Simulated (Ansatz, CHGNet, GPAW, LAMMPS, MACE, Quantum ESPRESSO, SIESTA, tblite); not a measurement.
# Running amorphous Hg22Cd11S33 (66 atoms) with Quantum ESPRESSO

Wanted: Quantum ESPRESSO inputs and outputs for amorphous Hg22Cd11S33 (66 atoms), checked against a plane-wave reference.

Calculated with Quantum ESPRESSO 7.5; the method is named at each step.

**1. Set-up**

The cell holds 66 atoms: 22 Hg, 11 Cd and 33 S. Its edges and angles: a = 12.107 Å, b = 12.107 Å, c = 12.107 Å, α = 90.0°, β = 90.0°, γ = 90.0°. 66 atoms (22 Hg, 11 Cd, 33 S) placed at random at 6.28 g/cm³, melted at 2500 K for 10 ps at fixed volume with the Stillinger-Weber II-VI potential (Zhou et al., Phys. Rev. B 88, 085309 (2013)). Quenched from 2500 K to 300 K at 5 K/ps and fixed volume, annealed at 1000 K for 50 ps, held 5 ps.

The yardstick, on the same geometry:

```
method                 : Kohn-Sham DFT, PBE, PAW, plane waves (Ansatz 0.2.0); cutoff 420 eV, Γ point, fermi-dirac smearing of 0.05 eV; PAW set soft_2
r.m.s. force component : 0.4319 eV/Å
longest force          : 1.504 eV/Å
pressure               : -0.3048 GPa
SCF cycles             : 11
time                   : 60 s on 4 threads of Arm Neoverse N1, shared host
CPU time               : 3.9 min
```

**2. PBE, sssp-1.3.0-efficiency, 45/360 Ry**

Method: Kohn-Sham DFT, PBE, SSSP efficiency 1.3.0 pseudopotentials, plane waves.

pw.in

```
&control
  calculation = 'scf'
  pseudo_dir = './pseudo'
  outdir = './tmp'
  disk_io = 'none'
  tprnfor = .true.
  tstress = .true.
/
&system
  ibrav = 0
  nat = 66
  ntyp = 3
  ecutwfc = 45
  ecutrho = 360
  nosym = .true.
  occupations = 'smearing'
  smearing = 'fd'
  degauss = 0.003675
/
&electrons
  conv_thr = 3.3e-07
  electron_maxstep = 100
  mixing_beta = 0.4
  mixing_mode = 'plain'
  diagonalization = 'david'
/
ATOMIC_SPECIES
Hg 200.592 Hg.upf
Cd 112.414 Cd.upf
S 32.060 S.upf
CELL_PARAMETERS angstrom
12.10720 0.00000 0.00000
0.00000 12.10720 0.00000
0.00000 0.00000 12.10720
ATOMIC_POSITIONS crystal
Hg 0.22551 0.67793 0.07936
Hg 0.48804 0.11864 0.43742
Hg 0.18881 0.40043 0.61983
Hg 0.87155 0.09315 0.29781
Hg 0.51973 0.63259 0.10028
Hg 0.50753 0.35327 0.94683
Hg 0.19311 0.61126 0.46221
Hg 0.62928 0.04864 0.80317
Hg 0.15663 0.36860 0.91784
Hg 0.04944 0.36792 0.25367
Hg 0.19463 0.13372 0.43366
Hg 0.71923 0.33810 0.31732
Hg 0.04945 0.85140 0.27320
Hg 0.67489 0.89139 0.40015
Hg 0.86406 0.21974 0.98533
Hg 0.66115 0.65781 0.78950
Hg 0.42799 0.24823 0.69350
Hg 0.45584 0.90934 0.62658
Hg 0.35438 0.60447 0.78140
Hg 0.13112 0.86097 0.53579
Hg 0.68080 0.34294 0.66712
Hg 0.93818 0.30882 0.59036
Cd 0.87341 0.59847 0.49159
Cd 0.42554 0.93881 0.94479
Cd 0.37886 0.86942 0.28241
Cd 0.53433 0.60025 0.46669
Cd 0.80327 0.90516 0.04620
Cd 0.13994 0.05850 0.09496
Cd 0.82572 0.56389 0.07371
Cd 0.53106 0.14733 0.12330
Cd 0.89436 0.83839 0.72780
Cd 0.03232 0.56462 0.78934
Cd 0.15414 0.05434 0.76704
S 0.08474 0.86232 0.80964
S 0.89240 0.95714 0.55383
S 0.40045 0.72954 0.95585
S 0.36582 0.05155 0.76814
S 0.85451 0.63720 0.68969
S 0.18155 0.67676 0.67963
S 0.34490 0.01030 0.12237
S 0.37259 0.50011 0.39326
S 0.75594 0.74282 0.18022
S 0.86024 0.37160 0.15376
S 0.08090 0.17799 0.93767
S 0.41726 0.45232 0.14587
S 0.64200 0.51943 0.95342
S 0.17543 0.45698 0.10540
S 0.54185 0.73817 0.30908
S 0.68283 0.25610 0.86792
S 0.52094 0.28272 0.28097
S 0.79808 0.19569 0.46152
S 0.32412 0.96390 0.47105
S 0.34115 0.27554 0.49714
S 0.64490 0.03824 0.57882
S 0.88001 0.78739 0.38414
S 0.50505 0.69182 0.64925
[... 6 atom lines left out ...]
S 0.02201 0.64111 0.99374
S 0.70088 0.47227 0.48640
S 0.22484 0.73254 0.28102
S 0.01242 0.88114 0.05057
K_POINTS gamma
```

The run is started by

```sh
$ OMP_NUM_THREADS=1 mpirun -np 4 pw.x -in pw.in > output.txt
```

Log:

```text
Program PWSCF
     gamma-point specific algorithms are used
     one sub-group per band group will be used
     scalapack distributed-memory algorithm (size of sub-group:  2*  2 procs)
     Parallelization info
     sticks:   dense  smooth     PW     G-vecs:    dense   smooth      PW
     Min        3750    1876    469               345453   122072   15300
     Max        3752    1877    474               345460   122073   15302
     Sum       15005    7505   1885              1381831   488289   61205
     bravais-lattice index     =            0
     lattice parameter (alat)  =      22.8793  a.u.
     unit-cell volume          =   11976.4402 (a.u.)^3
     number of atoms/cell      =           66
     number of atomic types    =            3
     number of electrons       =       770.00
     number of Kohn-Sham states=          462
     kinetic-energy cutoff     =      45.0000  Ry
     charge density cutoff     =     360.0000  Ry
     scf convergence threshold =      3.3E-07
     mixing beta               =       0.4000
     number of iterations used =            8  plain     mixing
     Exchange-correlation=  SLA  PW   PBX  PBC
                           (   1   4   3   4   0   0   0)
     crystal axes: (cart. coord. in units of alat)
               a(1) = (   1.000000   0.000000   0.000000 )
               a(2) = (   0.000000   1.000000   0.000000 )
               a(3) = (   0.000000   0.000000   1.000000 )
     reciprocal axes: (cart. coord. in units 2 pi/alat)
               b(1) = (  1.000000  0.000000  0.000000 )
               b(2) = (  0.000000  1.000000  0.000000 )
               b(3) = (  0.000000  0.000000  1.000000 )
     PseudoPot. # 1 for Hg:
     Pseudo is Norm-conserving, Zval = 20.0
     PseudoPot. # 2 for Cd:
     Pseudo is Ultrasoft + core correction, Zval = 12.0
     PseudoPot. # 3 for S :
     Pseudo is Ultrasoft + core correction, Zval =  6.0
     atomic species   valence    mass     pseudopotential
     Hg               20.00   200.59200     Hg( 1.00)
     Cd               12.00   112.41400     Cd( 1.00)
     S                 6.00    32.06000     S ( 1.00)
     No symmetry found
   Cartesian axes
     number of k points=     1  Fermi-Dirac smearing, width (Ry)=  0.0037
                       cart. coord. in units 2pi/alat
        k(    1) = (   0.0000000   0.0000000   0.0000000), wk =   2.0000000
     Dense  grid:   690916 G-vectors     FFT dimensions: ( 144, 144, 144)
     Smooth grid:   244145 G-vectors     FFT dimensions: ( 100, 100, 100)
     Initial potential from superposition of free atoms
     starting charge     769.9435, renormalised to     770.0000
     Starting wfcs are  451 randomized atomic wfcs +   11 random wfcs
     Self-consistent Calculation
     iteration #  1     ecut=    45.00 Ry     beta= 0.40
     Threshold (ethr) on eigenvalues was too large:
     Diagonalizing with lowered threshold
     total energy              =   -8960.33939820 Ry
     estimated scf accuracy    <       7.13885405 Ry
     iteration #  2     ecut=    45.00 Ry     beta= 0.40
     total energy              =   -8959.10828117 Ry
     estimated scf accuracy    <      28.83632742 Ry
     iteration #  3     ecut=    45.00 Ry     beta= 0.40
     total energy              =   -8962.09982593 Ry
     estimated scf accuracy    <       7.74827812 Ry
     iteration #  4     ecut=    45.00 Ry     beta= 0.40
     total energy              =   -8962.67055042 Ry
     estimated scf accuracy    <       2.63732643 Ry
     iteration #  5     ecut=    45.00 Ry     beta= 0.40
     total energy              =   -8962.80927752 Ry
     estimated scf accuracy    <       0.66488171 Ry
     iteration #  6     ecut=    45.00 Ry     beta= 0.40
     total energy              =   -8962.84613272 Ry
     estimated scf accuracy    <       0.26602596 Ry
[...]
total energy              =   -8962.86693916 Ry
[...]
iteration # 22     ecut=    45.00 Ry     beta= 0.40
     total energy              =   -8962.86693931 Ry
     estimated scf accuracy    <       0.00000104 Ry
     iteration # 23     ecut=    45.00 Ry     beta= 0.40
     total energy              =   -8962.86693939 Ry
     estimated scf accuracy    <       0.00000058 Ry
     iteration # 24     ecut=    45.00 Ry     beta= 0.40
     End of self-consistent calculation
          k = 0.0000 0.0000 0.0000 ( 30603 PWs)   bands (ev):
  -108.3120-108.1222-108.0892-108.0864-108.0034-107.9974-107.9909-107.9190
  -107.9005-107.8803-107.8770-107.8425-107.8061-107.7910-107.7890-107.7866
  -107.7511-107.6520-107.6513-107.6086-107.5838-107.4544 -56.6722 -56.6354
   -56.5913 -56.4629 -56.4402 -56.4288 -56.4248 -56.4178 -56.4134 -56.4061
   -56.4016 -56.3960 -56.3459 -56.3434 -56.3371 -56.3316 -56.3281 -56.3044
   -56.2984 -56.2952 -56.2931 -56.2607 -56.2466 -56.2448 -56.2415 -56.2271
   -56.2258 -56.2126 -56.2124 -56.2029 -56.1974 -56.1842 -56.1833 -56.1818
   -56.1655 -56.1542 -56.1453 -56.1426 -56.1364 -56.1330 -56.1256 -56.1094
   -56.1043 -56.1038 -56.1019 -56.0962 -56.0949 -56.0938 -56.0861 -56.0605
[...]
11.3347  11.3872  11.4159  11.4427  11.5094  11.6020  11.6739  11.7098
    11.7423  11.7647  11.8191  11.8637  11.9560  12.0202  12.0494  12.1202
    12.1784  12.2227  12.2755  12.3190  12.3872  12.4581  12.4828  12.5032
    12.5350  12.5779  12.6445  12.7022  12.7550  12.8242
     the Fermi energy is     6.8840 ev
!    total energy              =   -8962.86693935 Ry
     estimated scf accuracy    <       0.00000015 Ry
     smearing contrib. (-TS)   =      -0.01757012 Ry
     internal energy E=F+TS    =   -8962.84936923 Ry
     The total energy is F=E-TS. E is the sum of the following terms:
     one-electron contribution =   -5811.68258425 Ry
     hartree contribution      =    3096.59859950 Ry
     xc contribution           =   -1352.26849911 Ry
     ewald contribution        =   -4895.49688536 Ry
     convergence has been achieved in  24 iterations
     Forces acting on atoms (cartesian axes, Ry/au):
     atom    1 type  1   force =    -0.00583694   -0.00672908   -0.01499366
     atom    2 type  1   force =     0.02435995    0.00956290   -0.01241960
     atom    3 type  1   force =     0.00067527   -0.00500513    0.00936494
     atom    4 type  1   force =    -0.02177489    0.00178675    0.00197149
     atom    5 type  1   force =     0.01653129   -0.01164999    0.01718275
     atom    6 type  1   force =    -0.02116509    0.01252398    0.03647694
[...]
atom   64 type  3   force =    -0.00955643    0.00357652    0.00692580
     atom   65 type  3   force =    -0.02372496   -0.00430571   -0.00362197
     atom   66 type  3   force =     0.02373807    0.02443613    0.02013037
     Total force =     0.235928     Total SCF correction =     0.001695
     Computing stress (Cartesian axis) and pressure
          total   stress  (Ry/bohr**3)                   (kbar)     P=       -8.81
  -0.00004776  -0.00000548   0.00000004           -7.03       -0.81        0.01
  -0.00000548  -0.00004587  -0.00000962           -0.81       -6.75       -1.42
   0.00000004  -0.00000962  -0.00008610            0.01       -1.42      -12.67
     Message from routine punch:
     Nothing written, as per user request (disk_io='none')
```

Wall time 13 min (4 MPI ranks of Arm Neoverse N1, shared host); peak memory 4.7 GiB.

Banners, paths, timers and routine set-up lines are dropped from the logs unmarked, and long logs keep their key lines alone; longer cuts are marked.

Compared with the plane-wave run:

* r.m.s. force component: 0.4311 eV/Å
* r.m.s. difference of force components: 7.785 meV/Å
* longest difference of force vectors: 26.44 meV/Å
* force difference over r.m.s. force: 1.802 %
* slope of forces against the reference's: 0.9979
* correlation of force components: 0.9998
* pressure: -0.8817 GPa
* pressure difference: -0.5769 GPa

Length of the force difference by element (eV/Å):

| element | atoms | mean | most |
| --- | --- | --- | --- |
| Cd | 11 | 0.012 | 0.021 |
| Hg | 22 | 0.0073 | 0.015 |
| S | 33 | 0.015 | 0.026 |

The surroundings of S63, which has 3 bonded neighbours where the commonest count for S is 4, nearest first, numbered as they follow in the input and with coordinates relative to it.

| atom | x | y | z | distance (Å) | bonds | Fx | Fy | Fz (eV/Å) |
| --- | --- | --- | --- | --- | --- | --- | --- | --- |
| S63 | 0.00 | 0.00 | 0.00 | 0.00 | 3 | -0.11 | -0.59 | -0.50 |
| Cd32 | 0.12 | -0.93 | -2.47 | 2.65 | 3 | 0.05 | 0.42 | 0.35 |
| Hg1 | 2.46 | 0.45 | 1.04 | 2.71 | 4 | -0.15 | -0.17 | -0.39 |
| Cd29 | -2.38 | -0.93 | 0.97 | 2.73 | 4 | 0.05 | 0.49 | 0.15 |
| S66 | -0.12 | 2.91 | 0.69 | 2.99 | 3 | 0.61 | 0.63 | 0.52 |
| S47 | 1.86 | -2.23 | 1.35 | 3.20 | 3 | 0.68 | 0.25 | 0.17 |
| S34 | 0.76 | 2.68 | -2.23 | 3.57 | 2 | 0.15 | 0.00 | 0.31 |
| Hg9 | 1.63 | -3.30 | -0.92 | 3.79 | 3 | -0.09 | 0.14 | 0.24 |
| S42 | -3.22 | 1.23 | 2.26 | 4.12 | 2 | 0.53 | -0.44 | -0.65 |

Forces lie 1.8 % from the reference's, at 13 times its CPU time.

**3. Outcome**

| Property | Result |
| --- | --- |
| force difference from the reference | QE PBE, sssp-1.3.0-efficiency, 45/360 Ry, 1.8 % |
| its CPU time | 51 min |

**Reading.** PBE on plane waves or a grid with other potentials, cutoffs or grids differs from the reference by 1.8 % (QE PBE, sssp-1.3.0-efficiency, 45/360 Ry) of the r.m.s. force; this holds the reference's own error, so differences of a few per cent don't tell which side is nearer the exact PBE result (QE's 45 Ry are 612 eV, against the reference's 420 eV). The potentials hold different valence shells: 858 electrons in the reference, 770 in Quantum ESPRESSO with SSSP; this bears on time and differences. The quench rate of 5 K/ps is many orders above laboratory rates, so the cell is likely richer in defects and strain than a real sample. The network of bonds at the start is that of the classical potential that made the cell, and needn't be the one that DFT or experiment would give. The electronic-structure runs sample only Γ, in a cell whose shortest periodic width is 12 Å, which is coarse for a cell with partly filled levels. Spin–orbit coupling is left out, which matters for the levels of the heavy elements.

[Also dropped from logs without a mark: logging warnings of Python, and SIESTA's first energy breakdown and zero terms.]

[Logs are printed without paths, hosts, clocks, repeated set-up lines and the standing remarks that a program may print on its own settings, such as how far it seeks lower states.]

[Hosts, paths, dates, database ids (printed as entryN), source tags and the programs' standing remarks are cut or masked in the printed files.]
